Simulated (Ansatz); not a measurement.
**FeAs2 (Lollingite): converging the G0W0 gap**

Aim: see how the G0W0 gap of FeAs2 (Lollingite) on LDA moves with empty bands and screening cutoff, and what each rung costs.

Calculated with Ansatz 0.2.0; G0W0 on LDA, plane waves, PAW.

In doubt: one-shot GW on d or f shells is unsure, so the values of those runs are not to be relied on.

## 1. Set-up

Symmetry: Pnnm, No. 58, orthorhombic system. Conventional cell: a = 5.301 Å, b = 5.986 Å, c = 2.882 Å, α = 90.00°, β = 90.00°, γ = 90.00°. Nearest to Fe lie 6 As at 2.36 to 2.39 Å. As has 3 Fe at 2.36 to 2.39 Å and 1 As at 2.49 Å nearest. Farther neighbours are not listed.

Structure file:

```cif
data_structure
_symmetry_space_group_name_H-M 'Pnnm'
_symmetry_Int_Tables_number 58
_cell_length_a 5.3012
_cell_length_b 5.9858
_cell_length_c 2.8822
_cell_angle_alpha 90.000
_cell_angle_beta 90.000
_cell_angle_gamma 90.000
_cell_volume 91.46
loop_
_atom_site_label
_atom_site_type_symbol
_atom_site_symmetry_multiplicity
_atom_site_Wyckoff_symbol
_atom_site_fract_x
_atom_site_fract_y
_atom_site_fract_z
_atom_site_occupancy
Fe1 Fe 2 a 0.00000 0.00000 0.00000 1
As1 As 4 g 0.17630 0.36240 0.00000 1
```

The cell and positions come from the Crystallography Open Database and are kept as given unless a step says otherwise. The default PAW set here is soft_2. Its files were made with PBE.

## 2. 119 empty bands, screening to 69 eV

G0W0 replaces the xc potential by the self-energy, built once from these orbitals. Only a window of levels is corrected, while the sums run over the empty bands that the input names.

Contents of input.yaml:

```yaml
crystal:
  lattice:
    - [5.3012, 0.0, 0.0]
    - [0.0, 5.9858, 0.0]
    - [0.0, 0.0, 2.8822]
  atoms:
    - { symbol: Fe, position: [0.0, 0.0, 0.0] }
    - { symbol: Fe, position: [0.5, 0.5, 0.5] }
    - { symbol: As, position: [0.1763, 0.3624, 0.0] }
    - { symbol: As, position: [0.8237, 0.6376, 0.0] }
    - { symbol: As, position: [0.6763, 0.1376, 0.5] }
    - { symbol: As, position: [0.3237, 0.8624, 0.5] }
kpoints:
  mp_grid: { grid: [4, 4, 6] }
hamiltonian:
  xc: lda
scf:
  occupations: { method: fixed }
gw:
  n_empty_bands: 119
  ecut_chi: 69
  qp_bands: [v2, c2]
  qp_kpoints: band_edges
  screening: { model: contour_deformation }
```

Run with:

```console
$ ansatz run input.yaml --threads 3 --pin off --max-ram 92160MiB --backend cuda --events-out ev --progress --plain --runs-dir out --devices 1 --max-vram 13GiB  # rebuilt from the run's record
```

Numbers of over 12 decimals in the logs are rounded to 6 here.

Output:

```text
GPUs: using 1 of 1 available (devices: 1).
Engine: ansatz 0.2.0, x86_64-unknown-linux-gnu
Pseudopotentials: kind: paw
Pseudopotential: Fe, paw, valence charge 16, recommended cutoff 420 eV (normal), Fe.paw.azcp
Pseudopotential: As, paw, valence charge 15, recommended cutoff 420 eV (normal), As.paw.azcp
Functional definition: SPW92
  exchange = slater_x
  correlation = pw_c
device memory: the entry about to start is reckoned to put 1.9 GiB on a device that reports 38.1 GiB free (of which the cap on the GPU budget leaves the run 13.0 GiB)
GPU FFT provider: cuFFT
GPU libraries: cuBLAS 13.8.2, cuFFT 12.4.0, cuSOLVER 12.3.4
Crystal: 6 atoms, lattice volume = 91.458 Å³
Basis set: ecut = 420 eV, 1781 PW (Γ)
Bands: 56, of which v1, the nominal top of the filled ones, is band 46 counted from 1 (45 counted from 0)
Symmetry: 8 space group operations
Space group: Pnnm (ITA 58), of the structure as read, at distance tolerance 4.5e-5 Å
k-points: 36 of 96
Non-local potential: Fe, projectors of the file, l = 0: 3, l = 1: 2, l = 2: 3, l = 3: 1
Non-local potential: As, projectors of the file, l = 0: 2, l = 1: 2, l = 2: 3, l = 3: 1
PAW form: soft (Blöchl's): semilocal exchange-correlation on the pseudo side does not see the compensation charge
PAW frozen core: Fe, regenerated for the run's functional, and the local potential with it (the file was generated under x = pbe(κ = 0.804, μ = 0.219515), c = pbe(β = 0.066725))
PAW frozen core: As, regenerated for the run's functional, and the local potential with it (the file was generated under x = pbe(κ = 0.804, μ = 0.219515), c = pbe(β = 0.066725))
PAW one-centre angular grid: Fe, 590 points (default); XC on 64 Gauss nodes
PAW one-centre angular grid: As, 590 points (default); XC on 64 Gauss nodes
Initial density: superposition of atomic densities (neutral atoms: chi_scale 0, normalization atom), corrected by the library's trained network
Initial wavefunctions: pseudopotential atomic-orbital guess
GPU buffer pool allocated for 32400 grid points (all kernels)
GPU transforms: local potential and band sums: pruned to the plane-wave sphere, on 36×45×20
Functional: x = slater, c = lda
SCF iter   1: F=—  HF=-27936.826389 eV  |F-HF|=—  |Δ(HF+E_count)|=         —  Δρ=9.49e-3  dr2=4.18e-2  ethr=1.77e-3  ⟨swp⟩=4.4  Hψ=5913  notcnv=0  defer=261
preconditioner: auto → Resta (q_TF=auto, 2.731 Å⁻¹)  ε∞=9.5  [insulator: Δε(μ)=0.270 eV  Ē_g=8.012 eV  n_scr=38 (ndim 8)  ℏωp=23.3 eV  f_vac=0.000  ε∞_Penn≈9.5]
SCF iter   2: F=—  HF=-27936.827907 eV  |F-HF|=—  |Δ(HF+E_count)|=   1.52e-3  Δρ=9.81e-3  dr2=9.82e-2  ethr=4.54e-5  ⟨swp⟩=3.0  Hψ=4071  notcnv=0  defer=287
SCF iter   3: F=—  HF=-27936.819662 eV  |F-HF|=—  |Δ(HF+E_count)|=   8.24e-3  Δρ=5.86e-3  dr2=2.08e-2  ethr=4.54e-5  ⟨swp⟩=3.0  Hψ=2472  notcnv=0  defer=287
SCF iter   4: F=—  HF=-27936.816795 eV  |F-HF|=—  |Δ(HF+E_count)|=   2.87e-3  Δρ=1.75e-3  dr2=1.82e-3  ethr=2.26e-5  ⟨swp⟩=2.0  Hψ=2042  notcnv=0  defer=288
SCF iter   5: F=—  HF=-27936.816346 eV  |F-HF|=—  |Δ(HF+E_count)|=   4.50e-4  Δρ=2.41e-4  dr2=6.50e-5  ethr=1.97e-6  ⟨swp⟩=2.7  Hψ=3307  notcnv=0  defer=284
SCF iter   6: F=—  HF=-27936.816320 eV  |F-HF|=—  |Δ(HF+E_count)|=   2.60e-5  Δρ=6.01e-5  dr2=3.35e-6  ethr=7.07e-8  ⟨swp⟩=2.7  Hψ=3541  notcnv=0  defer=85
SCF iter   7: F=—  HF=-27936.816318 eV  |F-HF|=—  |Δ(HF+E_count)|=   1.31e-6  Δρ=2.86e-5  dr2=6.21e-7  ethr=3.65e-9  ⟨swp⟩=2.1  Hψ=3135  notcnv=0  defer=87
SCF iter   8: F=—  HF=-27936.816318 eV  |F-HF|=—  |Δ(HF+E_count)|=   5.61e-9  Δρ=1.64e-5  dr2=2.15e-7  ethr=6.75e-10  ⟨swp⟩=1.0  Hψ=1934  notcnv=0  defer=87
SCF iter   9: F=-27936.816318 eV  HF=-27936.816318 eV  |F-HF|=3.05e-8  |Δ(HF+E_count)|=   1.74e-8  Δρ=6.28e-6  dr2=3.48e-8  ethr=1.09e-10  ⟨swp⟩=8.4  Hψ=6505  notcnv=0
SCF 1 converged in 9 iterations: F = -27936.816318 eV  dr2 = 3.48e-8
  greatest PAW one-centre occupation: 1.001 electrons in one spin orbital (limit 2), on the Fe atom at site 0 (counted from 0), in its partial waves of l = 1
device memory: the entry about to start is reckoned to put 2.3 GiB (of the 2.4 GiB reckoned in all, the device holds 0.1 GiB already) on a device that reports 38.1 GiB free (of which the cap on the GPU budget leaves the run 12.9 GiB)
NSCF: frozen V_eff on 36 k-points
the band table was solved once the SCF had ended and its energy, with any forces and stress, was formed, with the checks that follow a solve (7571 applications of the Hamiltonian). They found nothing against the state; the energy, forces and stress were not computed again (output.eigenvalues in the input reference)
device memory: the entry about to start is reckoned to put 4.0 GiB on a device that reports 38.1 GiB free (of which the cap on the GPU budget leaves the run 13.0 GiB)
NSCF: frozen V_eff on 36 k-points
G₀W₀ screening: q 1/36
[... further progress lines ...]
SCF converged after 9 iterations
Free energy (F): -27936.816318 eV
Harris-Foulkes:  -27936.816318 eV  (|F-HF|=3.05e-8)
Internal energy: -27936.816318 eV  (E = F + TS)
E sigma→0 (E₀):  -27936.816318 eV
Fermi energy:    14.240246 eV
--- Per-component energies (eV) ---
  E_band       = -1229.173982
  E_kinetic    = 1130.334270
  E_local      = -10544.402309  (includes V_loc(G=0)·N_el)
  E_nonlocal   = -2220.504142
  E_hartree    = 5362.008276
  E_xc         = -555.841101
  E_vxc        = -629.083606  (∫ρ·V_xc dr)
  E_paw        = -9625.640145  (= ΣΔE_a)
  E_vpaw       = 310.477497  (= ΣTr[D̂ρ^β])
  E_aug_tail   = 0.001579  (compensation charges beyond the density's cutoff)
  E_ewald      = -11491.876738
  E_core_change = 9.103992  (= ΣΔE_core)
  E_smearing   = -0.000000  (= −TS)
  E_closure    = 0.000000  (closes the sum)
  Σ components = -27936.816318   (vs F -27936.816318, Δ=0.00e0)
--- Band table (eV; the first three rows and the last of 36) ---
  k-point 0: bands = [... 42 lower, 13.6783, 14.0303, 14.0827, 14.1629, 15.8356, 16.7035, 18.4363, 18.9442, ... 6 higher]
  k-point 1: bands = [... 42 lower, 13.6512, 13.7147, 13.8894, 13.9335, 14.7762, 15.9045, 16.3975, 17.6391, ... 6 higher]
  k-point 2: bands = [... 42 lower, 13.2988, 13.4734, 13.5829, 13.9085, 14.4943, 14.8592, 15.8490, 16.0193, ... 6 higher]
  k-point 35: bands = [... 42 lower, 13.4338, 13.4338, 14.2046, 14.2046, 14.7983, 14.7983, 16.6746, 16.6746, ... 6 higher]
--- G₀W₀: contour deformation, 8 samples at zero and on the imaginary axis and 1 off it, 96 q-points, 119 empty bands' worth ---
  eigenvalues of the whole cell's RPA ε∞ on this k-mesh (on a slab, of 1 + 4πα/V) = 26.3498, 28.7399, 41.6945; static W/v taken at q = 0 is 0.032333
  bands read: the sum over 165 bands ends inside a degenerate multiplet in 23 slots, whose members it reads at an even weight; the widest, k=3: bands 165 to 166 (counted from 1) at 1/2 each
  gw.qp_kpoints: band_edges: 36 of 36 stored k-points solved, in 2 passes; an edge of the gap read off the rows below is read off those points alone
    ik  band        ε_KS         Σx   Σc(E_QP)       V_xc       Z   E_QP_lin       E_QP  E_QP is
     0    45     14.0827   -35.0041     5.7962   -30.2494  0.6293    15.0860    15.1242  root
     0    46     14.1629   -35.2905     5.8070   -30.5366  0.6310    15.1800    15.2160  root
     0    47     15.8356   -26.0968    -2.5041   -29.9278  0.6784    17.1626    17.1626  root
     0    48     16.7035   -11.0035    -3.8308   -15.4125  0.7605    17.2906    17.2817  root
     1    45     13.8894   -30.1463     3.0438   -28.2512  0.6552    15.0001    15.0382  root
     1    46     13.9335   -33.6180     5.5465   -29.0750  0.6253    14.8921    14.9370  root
     1    47     14.7762   -20.2250    -2.4582   -23.6327  0.6940    15.7322    15.7258  root
     1    48     15.9045   -24.8139    -2.6808   -28.7546  0.6829    17.1642    17.1644  root
     2    45     13.5829   -32.8343     5.4525   -28.3944  0.6204    14.5467    14.5956  root
     2    46     13.9085   -30.8147     3.0883   -28.8835  0.6514    15.0335    15.0657  root
     2    47     14.4943   -25.7105    -2.5356   -29.5015  0.6543    15.7586    15.7497  root
     2    48     14.8592   -20.8474    -3.2182   -25.1321  0.6836    15.9231    15.9256  root
     3    45     13.9161   -30.9242     4.5028   -27.3730  0.6480    14.8323    14.8677  root
     3    46     13.9161   -30.9242     4.5028   -27.3730  0.6480    14.8323    14.8677  root
     3    47     14.7694   -24.8285    -3.6800   -29.7982  0.6474    16.0516    16.0590  root
     3    48     14.7694   -24.8285    -3.6800   -29.7982  0.6474    16.0516    16.0590  root
     4    45     14.0570   -34.7610     5.8142   -29.9762  0.6285    15.0472    15.0863  root
     4    46     14.1007   -34.7400     5.7991   -29.9701  0.6302    15.0926    15.1299  root
     4    47     15.9631   -24.2803    -2.8776   -28.4293  0.6852    17.2327    17.2345  root
     4    48     16.8862   -16.1693    -3.7733   -20.8041  0.7334    17.7566    17.7477  root
     5    45     13.9154   -27.7588     3.7935   -24.7793  0.6661    14.7036    14.7294  root
     5    46     14.1802   -32.4338     4.5016   -28.9713  0.6512    15.1908    15.2192  root
     5    47     15.0196   -20.5027    -2.3770   -23.8350  0.6913    15.9672    15.9749  root
     5    48     16.1070   -16.1396    -3.2154   -20.1389  0.7307    16.8929    16.8908  root
[...]
34    45     14.0194   -28.7950     4.0948   -25.5271  0.6657    14.8240    14.8462  root
    34    46     14.0194   -28.7950     4.0948   -25.5271  0.6657    14.8240    14.8462  root
    34    47     14.6941   -23.8985    -3.3237   -28.5042  0.6662    15.9864    15.9761  root
    34    48     14.6941   -23.8985    -3.3237   -28.5042  0.6662    15.9864    15.9761  root
    35    45     14.2046   -22.5429     2.5246   -20.5693  0.7183    14.7488    14.7556  root
    35    46     14.2046   -22.5429     2.5246   -20.5693  0.7183    14.7488    14.7556  root
    35    47     14.7983   -25.4952    -3.8730   -30.7293  0.6421    16.1495    16.1594  root
    35    48     14.7983   -25.4952    -3.8730   -30.7293  0.6421    16.1495    16.1594  root
```

Wall time 47 s (1 × NVIDIA H100 80GB HBM3 (shared by 6 runs) with 3 threads of AMD EPYC 7R13 (Zen 3), shared host); peak memory 1.4 GiB.

Reading the cycles: dr2 is the Hartree energy of the density residual (eV), the measure of convergence; HF is the Harris–Foulkes estimate of the energy, which meets the free energy F at convergence.

Numbers from this step:

* bands summed: 165
* RPA ε∞ on this mesh (eigenvalues): 26.35, 28.74, 41.69
* plane waves in the screening matrix: 113
* q-points in the mesh: 96
* G0W0 gap on the mesh: 0.5066 eV
* k of the valence top: 0, 0.25, 0.1667
* k of the conduction bottom: 0, 0, 0.1667
* starting gap on the mesh: 0.2540 eV
* Z at the valence top: 0.6512
* Z at the conduction bottom: 0.6940
* least direct G0W0 gap on the computed points: 0.6840 eV

The gap on the mesh goes from 0.25 eV to 0.51 eV, a correction of +0.25 eV, though a band edge has moved to another state.

## 3. 336 empty bands, screening to 138 eV

Bands and screening cutoff are moved together, since each hides the error of the other.

input.yaml: that of step 2 with these lines changed.

```diff
@@ -19,4 +19,4 @@
 gw:
-  n_empty_bands: 119
-  ecut_chi: 69
+  n_empty_bands: 336
+  ecut_chi: 138
   qp_bands: [v2, c2]
```

Output:

```text
GPUs: using 1 of 1 available (devices: 1).
[...]
GPU FFT provider: cuFFT
GPU libraries: cuBLAS 13.8.2, cuFFT 12.4.0, cuSOLVER 12.3.4
Crystal: 6 atoms, lattice volume = 91.458 Å³
Basis set: ecut = 420 eV, 1781 PW (Γ)
Bands: 56, of which v1, the nominal top of the filled ones, is band 46 counted from 1 (45 counted from 0)
Symmetry: 8 space group operations
[...]
k-points: 36 of 96
[...]
GPU buffer pool allocated for 32400 grid points (all kernels)
[...]
SCF iter   1: F=—  HF=-27936.826389 eV  |F-HF|=—  |Δ(HF+E_count)|=         —  Δρ=9.49e-3  dr2=4.18e-2  ethr=1.77e-3  ⟨swp⟩=4.4  Hψ=5913  notcnv=0  defer=261
[...]
SCF iter   9: F=-27936.816318 eV  HF=-27936.816318 eV  |F-HF|=3.05e-8  |Δ(HF+E_count)|=   1.74e-8  Δρ=6.28e-6  dr2=3.48e-8  ethr=1.09e-10  ⟨swp⟩=8.4  Hψ=6505  notcnv=0
SCF 1 converged in 9 iterations: F = -27936.816318 eV  dr2 = 3.48e-8
[...]
NSCF: frozen V_eff on 36 k-points
[...]
G₀W₀ screening: q 1/36
[... further progress lines ...]
SCF converged after 9 iterations
Free energy (F): -27936.816318 eV
[...]
Internal energy: -27936.816318 eV  (E = F + TS)
E sigma→0 (E₀):  -27936.816318 eV
Fermi energy:    14.240246 eV
[...]
--- Band table (eV; the first three rows and the last of 36) ---
  k-point 0: bands = [... 42 lower, 13.6783, 14.0303, 14.0827, 14.1629, 15.8356, 16.7035, 18.4363, 18.9442, ... 6 higher]
  k-point 1: bands = [... 42 lower, 13.6512, 13.7147, 13.8894, 13.9335, 14.7762, 15.9045, 16.3975, 17.6391, ... 6 higher]
  k-point 2: bands = [... 42 lower, 13.2988, 13.4734, 13.5829, 13.9085, 14.4943, 14.8592, 15.8490, 16.0193, ... 6 higher]
  k-point 35: bands = [... 42 lower, 13.4338, 13.4338, 14.2046, 14.2046, 14.7983, 14.7983, 16.6746, 16.6746, ... 6 higher]
[...]
0    45     14.0827   -35.0041     5.6401   -30.2494  0.6168    14.9377    14.9683  root
     0    46     14.1629   -35.2905     5.6526   -30.5366  0.6186    15.0336    15.0616  root
     0    47     15.8356   -26.0968    -2.8207   -29.9278  0.6703    16.8440    16.8458  root
     0    48     16.7035   -11.0035    -4.1921   -15.4125  0.7580    16.9214    16.9204  root
     1    45     13.8894   -30.1463     2.7647   -28.2512  0.6446    14.7325    14.7591  root
     1    46     13.9335   -33.6180     5.3862   -29.0750  0.6116    14.7393    14.7767  root
     1    47     14.7762   -20.2250    -2.7618   -23.6327  0.6845    15.4321    15.4221  root
     1    48     15.9045   -24.8139    -2.9996   -28.7546  0.6730    16.8436    16.8456  root
[...]
35    45     14.2046   -22.5429     2.2468   -20.5693  0.7118    14.4758    14.4778  root
    35    46     14.2046   -22.5429     2.2468   -20.5693  0.7118    14.4758    14.4778  root
    35    47     14.7983   -25.4952    -4.2245   -30.7293  0.6290    15.8181    15.8079  root
    35    48     14.7983   -25.4952    -4.2245   -30.7293  0.6290    15.8181    15.8079  root
```

It took 2.6 min on 1 × NVIDIA H100 80GB HBM3 (shared by 6 runs) with 3 threads; peak memory 2.3 GiB; 4.7 min of CPU time.

Numbers from this step:

```yaml
bands_summed: 382
rpa_eps_infinity_on_this_mesh_eigenvalues: 26.01, 28.52, 41.40
plane_waves_in_the_screening_matrix: 337
q_points_in_the_mesh: 96
g0w0_gap_on_the_mesh: 0.3606 eV
k_of_the_valence_top: 0, 0, 0
k_of_the_conduction_bottom: 0, 0, 0.1667
starting_gap_on_the_mesh: 0.2540 eV
z_at_the_valence_top: 0.6186
z_at_the_conduction_bottom: 0.6845
least_direct_g0w0_gap_on_the_computed_points: 0.6146 eV
```

Against the run with 4×4×6 mesh, 119 empty bands, screening to 69 eV, the gap moves by −0.15 eV.

## 4. 724 empty bands, screening to 230 eV

input.yaml: that of step 3 with these lines changed.

```diff
@@ -19,4 +19,4 @@
 gw:
-  n_empty_bands: 336
-  ecut_chi: 138
+  n_empty_bands: 724
+  ecut_chi: 230.0
   qp_bands: [v2, c2]
```

Output:

```text
GPUs: using 1 of 1 available (devices: 1).
[...]
GPU FFT provider: cuFFT
GPU libraries: cuBLAS 13.8.2, cuFFT 12.4.0, cuSOLVER 12.3.4
Crystal: 6 atoms, lattice volume = 91.458 Å³
Basis set: ecut = 420 eV, 1781 PW (Γ)
Bands: 56, of which v1, the nominal top of the filled ones, is band 46 counted from 1 (45 counted from 0)
Symmetry: 8 space group operations
[...]
k-points: 36 of 96
[...]
14    45     13.6061   -33.1406     5.2618   -28.6341  0.5962    14.3299    14.3613  root ?
[...]
35    45     14.2046   -22.5429     2.1327   -20.5693  0.7067    14.3629    14.3637  root
    35    46     14.2046   -22.5429     2.1327   -20.5693  0.7067    14.3629    14.3637  root
    35    47     14.7983   -25.4952    -4.3779   -30.7293  0.6171    15.6788    15.6545  root
    35    48     14.7983   -25.4952    -4.3779   -30.7293  0.6171    15.6788    15.6545  root
[key lines of the parts left out:]
SCF converged after 9 iterations
Free energy (F): -27936.816318 eV
Fermi energy:    14.240246 eV
```

Elapsed: 4.8 min, on 1 × NVIDIA H100 80GB HBM3 (shared by 6 runs) with 3 threads; peak memory 5.4 GiB; 8.7 min of CPU time.

Numbers from this step:

- bands summed: 770
- RPA ε∞ on this mesh (eigenvalues): 25.89, 28.44, 41.29
- plane waves in the screening matrix: 757
- G0W0 gap on the mesh: 0.3436 eV
- k of the valence top: 0, 0, 0
- k of the conduction bottom: 0, 0, 0.1667
- starting gap on the mesh: 0.2540 eV
- least direct G0W0 gap on the computed points: 0.5977 eV

Against the run with 4×4×6 mesh, 336 empty bands, screening to 138 eV, the gap moves by −0.017 eV.

(Continued in part 2 of 2.)

[Paths, hosts, dates, memory and timing lines, banners, echoed tables and standing remarks are left out of the program output.]

[Logs are printed without paths, hosts, clocks, repeated set-up lines and the standing remarks that a program may print on its own settings, such as how far it seeks lower states.]

[Runs of the session that timed out or met a known fault of the program may be left out.]

[Cells called generated may have been cut or substituted from an entry of the Crystallography Open Database or the Materials Project.]

[Hosts, paths, dates, database ids (printed as entryN), source tags and the programs' standing remarks are cut or masked in the printed files.]
